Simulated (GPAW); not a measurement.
Two runs for the Y L₃ edge of atom 2 in YIn (Pm-3m). Run A: GPAW, LDA, excited-electron core hole (neutral cell), 8-atom cell with 6.6 Å between holes, 5×5×5 k points, dipole transitions, Gaussian full width 1.5 eV up to 4 eV, rising linearly to 3.5 eV at 25 eV. Run B differs in one choice.

Energy from the lowest empty level; intensity scaled to a mean of 1 over the first 20 eV:

```csv
E (eV),A,B
-2.0,0.00,0.00
-1.5,0.05,0.05
-1.0,0.26,0.25
-0.5,0.94,0.86
0.0,2.04,1.81
0.5,2.95,2.65
1.0,3.20,2.97
1.5,2.76,2.79
2.0,2.10,2.60
2.5,1.75,2.61
3.0,1.90,2.39
3.5,2.11,1.80
4.0,1.87,1.27
4.5,1.38,1.07
5.0,1.10,1.08
5.5,1.09,1.14
6.0,1.06,1.10
6.5,0.90,0.91
7.0,0.68,0.70
7.5,0.56,0.57
8.0,0.52,0.51
8.5,0.50,0.49
9.0,0.46,0.45
9.5,0.40,0.41
10.0,0.35,0.38
10.5,0.34,0.37
11.0,0.36,0.37
11.5,0.40,0.39
12.0,0.44,0.42
12.5,0.49,0.48
13.0,0.57,0.57
13.5,0.67,0.67
14.0,0.76,0.75
14.5,0.80,0.77
15.0,0.80,0.75
15.5,0.74,0.69
16.0,0.68,0.64
16.5,0.62,0.60
17.0,0.58,0.57
17.5,0.55,0.56
18.0,0.54,0.56
18.5,0.56,0.57
19.0,0.58,0.58
19.5,0.60,0.59
20.0,0.61,0.60
20.5,0.61,0.60
21.0,0.61,0.59
21.5,0.60,0.58
22.0,0.59,0.58
22.5,0.58,0.56
23.0,0.56,0.54
23.5,0.53,0.52
24.0,0.52,0.51
24.5,0.51,0.50
25.0,0.51,0.51
25.5,0.53,0.53
26.0,0.55,0.55
26.5,0.57,0.58
27.0,0.59,0.60
27.5,0.59,0.61
28.0,0.59,0.60
28.5,0.58,0.59
29.0,0.56,0.56
29.5,0.53,0.52
30.0,0.50,0.49
30.5,0.47,0.46
31.0,0.45,0.43
31.5,0.44,0.43
32.0,0.43,0.43
```

What was changed?
a) the broadening
b) the size of the supercell
c) the plane-wave cutoff
d) the volume of the cell

(b): run B changes the supercell atoms from 8 to 2, and the k mesh follows the cell. Against the first run the r.m.s. difference is 17 %. The highest intensity below 24 eV goes from 0.8 eV (3.20) to 1.0 eV (2.97). Other settings could leave a like mark; this is the one that was changed.

[Banner, clock and machine lines of the logs are left out without a mark of their own.]

[Logs are printed without paths, hosts, clocks, repeated set-up lines and the standing remarks that a program may print on its own settings, such as how far it seeks lower states.]

[Hosts, paths, dates, database ids (printed as entryN), source tags and the programs' standing remarks are cut or masked in the printed files.]

[Lists of maxima count a maximum above −3 eV only where it reaches 4 % of the highest in the window and stands out from its surroundings by 2 % of it (1.5 % where it reaches 55 %); shoulders and weaker maxima are passed over, and of the rest the first, up to two pre-edge ones and the few strongest are named.]
